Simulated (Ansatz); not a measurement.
# Glassy 81SiO2-7Na2O-7CaO-4ZnO (mol %): a series in quench rate

Does a slower quench leave a cell of lower energy?

Computed with Ansatz 0.2.0: Kohn-Sham DFT, PBE, PAW (set soft_2). Every run is a single point, with the atoms held where the recipe put them (cutoff of the plane-wave runs 420 eV, fixed occupations).

First member: 78 atoms (22 Si, 4 Na, 2 Ca, 1 Zn, 49 O) placed at random at 2.4 g/cm³, melted at 4000 K for 10 ps at fixed volume with the Morse and Coulomb pair potential with partial charges (Pedone, Malavasi, Menziani, Cormack and Segre, J. Phys. Chem. B 110, 11780 (2006)). Quenched from 4000 K to 300 K at 10 K/ps and fixed volume, held 10 ps at zero pressure.

Last member: 78 atoms (22 Si, 4 Na, 2 Ca, 1 Zn, 49 O) placed at random at 2.4 g/cm³, melted at 4000 K for 10 ps at fixed volume with the Morse and Coulomb pair potential with partial charges (Pedone, Malavasi, Menziani, Cormack and Segre, J. Phys. Chem. B 110, 11780 (2006)). Quenched from 4000 K to 300 K at 1000 K/ps and fixed volume, held 10 ps at zero pressure.

The members:

| quench rate (K/ps) | reduced formula | atoms | valence electrons | k-mesh | basis | density (g/cm³) |
| --- | --- | --- | --- | --- | --- | --- |
| 10 | Na4Ca2ZnSi22O49 | 78 | 450 | 1×1×1 | plane waves | 2.49 |
| 30 | Na4Ca2ZnSi22O49 | 78 | 450 | 1×1×1 | plane waves | 2.63 |
| 100 | Na4Ca2ZnSi22O49 | 78 | 450 | 1×1×1 | plane waves | 2.64 |
| 300 | Na4Ca2ZnSi22O49 | 78 | 450 | 1×1×1 | plane waves | 2.64 |
| 1000 | Na4Ca2ZnSi22O49 | 78 | 450 | 1×1×1 | plane waves | 2.62 |

Each cell is one sample from a classical run, so sample-to-sample scatter enters every column; pressures lack the kinetic term.

The input of the first member, without its atom lines; other members have their own cell and atoms, and may differ in mesh, basis and outputs:

```yaml
crystal:
  lattice:
    - [10.30326, 0.0, 0.0]
    - [0.0, 10.30326, 0.0]
    - [0.0, 0.0, 10.30326]
  atoms:
    [... 78 lines ...]
kpoints:
  mp_grid: { grid: [1, 1, 1] }
hamiltonian:
  xc: pbe
scf:
  occupations: { method: fixed }
output:
  forces: true
  stress: true
  populations: true
  dos:
    method: { smearing: { sigma: 0.1 } }
    de: 0.1
    projected: { site_lists: { Ca: [Ca], Na: [Na], O: [O], Si: [Si], Zn: [Zn] } }
  eigenvalues: true
  write_density: true
  write_potential: true
  volumetric_format: npy
```

Q: What do these runs give, and what do they cost?

Results; charges are mean Löwdin charges in e:

```
quench rate (K/ps)  energy less the first member's (meV/atom)  pressure (GPa)  r.m.s. force (eV/Å)  gap (eV)  q(Zn)  q(Ca)  q(Na)
                10                                        0.0            5.93                 1.56                3.53  +1.50  +1.79  +0.83
                30                                        5.9            4.92                 1.43                3.47  +1.51  +1.76  +0.81
               100                                       56.4            6.27                 1.72                3.60  +1.50  +1.77  +0.81
               300                                       60.7            4.80                 1.28                2.27  +1.53  +1.79  +0.81
              1000                                       75.8            4.67                 1.47                2.26  +1.47  +1.78  +0.82
```

The gap is that between the highest filled and lowest empty Kohn-Sham level on the run's k-points; tail or defect levels can set it, and semilocal functionals tend to put gaps under measured ones. The projection misses up to 0.072 e an atom, so the charges add up to more than the cell's charge.

Cost on 8 threads of Intel Xeon Platinum 8259CL at 2.50GHz (Skylake/Cascade Lake), shared host:

```csv
quench rate (K/ps),atoms,basis,k-mesh,SCF cycles,time,host memory (GiB)
10,78,plane waves,1×1×1,9,6.9 s,1.5
30,78,plane waves,1×1×1,9,7.2 s,1.4
100,78,plane waves,1×1×1,9,6.8 s,1.4
300,78,plane waves,1×1×1,10,6.3 s,1.4
1000,78,plane waves,1×1×1,10,6.7 s,1.4
```

Times include the outputs that each run asked for, on hosts shared with other jobs.

The energy against the first member goes steadily from 0.0 meV/atom at 10 to 75.8 meV/atom at 1000 K/ps; each member is a single configuration. The slowest quench gives the lowest energy, by only 5.9 meV/atom, within the scatter of single samples. The gap is lowest at 1000 K/ps (2.26 eV) and highest at 100 K/ps (3.6 eV); in single samples it varies with the configuration. The mean charge on Zn is lowest at 1000 K/ps (+1.47 e) and highest at 300 K/ps (+1.53 e), with no steady trend. The density spans 2.49 to 2.64 g/cm³, so the columns mix its effect with that of the quench rate. The pressure is lowest at 1000 K/ps (4.7 GPa) and highest at 100 K/ps (6.3 GPa). The r.m.s. force is lowest at 300 K/ps (1.3 eV/Å) and highest at 100 K/ps (1.7 eV/Å), with no steady trend. The cells differ in volume and aren't at zero pressure, which adds to their energy differences. The two fastest quenches lie 65 meV/atom above the two slowest on average.

**Limits.** The starting topology of bonds comes from the classical model, and needn't be the one that DFT or experiment would give. The cells aren't relaxed by DFT, which could reorder their energies. Even the slowest of these quenches is many orders faster than a laboratory quench.

[Logs are printed without paths, hosts, clocks, repeated set-up lines and the standing remarks that a program may print on its own settings, such as how far it seeks lower states.]

[Hosts, paths, dates, database ids (printed as entryN), source tags and the programs' standing remarks are cut or masked in the printed files.]
